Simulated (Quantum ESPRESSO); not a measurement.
# SrTiO3, cubic perovskite: band edges under a change of volume

How fast do the gaps move when the cell is scaled evenly? The symmetry of the cell is held, so distortions that would lower it, which this phase may prefer, aren't tested.

Calculated with Quantum ESPRESSO 7.5, PBEsol, GBRV 1.5 ultrasoft potentials, cutoff 680 eV, Fermi–Dirac smearing 0.02 eV, k-mesh 7×7×7, no spin polarisation, no spin-orbit coupling.

Reference cell, relaxed at zero pressure with PBEsol (Pm-3m): a = 3.8916 Å, b = 3.8916 Å, c = 3.8916 Å, α = 90.00°, β = 90.00°, γ = 90.00°.

```
atom       x       y       z
  Sr  0.0000  0.0000  0.0000
  Ti  0.5000  0.5000  0.5000
   O  0.5000  0.5000  0.0000
   O  0.5000  0.0000  0.5000
   O  0.0000  0.5000  0.5000
```

Levels are read on the k-mesh and along lines from Γ to X = (0, 0.5, 0), M = (0.5, 0.5, 0) and R = (0.5, 0.5, 0.5) in the reciprocal basis of this cell (the letters only name these points), and count from the highest filled level.

```
ln(V/V0)  gap (eV)  direct gap at Γ (eV)
 −0.0619     1.958                 2.256
 −0.0408     1.923                 2.239
 −0.0202     1.888                 2.220
  0.0000     1.852                 2.199
  0.0198     1.817                 2.175
  0.0583     1.746                 2.124
```

**Question.** Fit the direct gap at Γ and give it at ln(V/V0) = 0.0392, a row left out above.

A straight line through the 6 rows: the means are −0.007467 for ln(V/V0) and 2.2022 for the level, Σ(Δx)² = 0.009361 and ΣΔxΔy = −0.01029, so the slope is −0.01029/0.009361 = −1.0993 and the intercept 2.2022 − (−1.0993)(−0.007467) = 2.194.

The slope is the volume deformation potential of this gap, −1.10 eV, as a mean over the range. The line gives 2.151 eV. The run itself gives 2.150 eV, so the estimate misses by 0.001 eV; the fitted rows themselves lie up to 0.006 eV off the law.

The rows curve: the slope runs from −0.81 between the first two to −1.32 eV between the last two, so the line is a mean over the range.

The gap lies below the direct one at Γ in every row. Semilocal functionals give gaps that are too small, and the error differs from valley to valley, so the order of close valleys can be wrong too.

[Logs are printed without paths, hosts, clocks, repeated set-up lines and the standing remarks that a program may print on its own settings, such as how far it seeks lower states.]
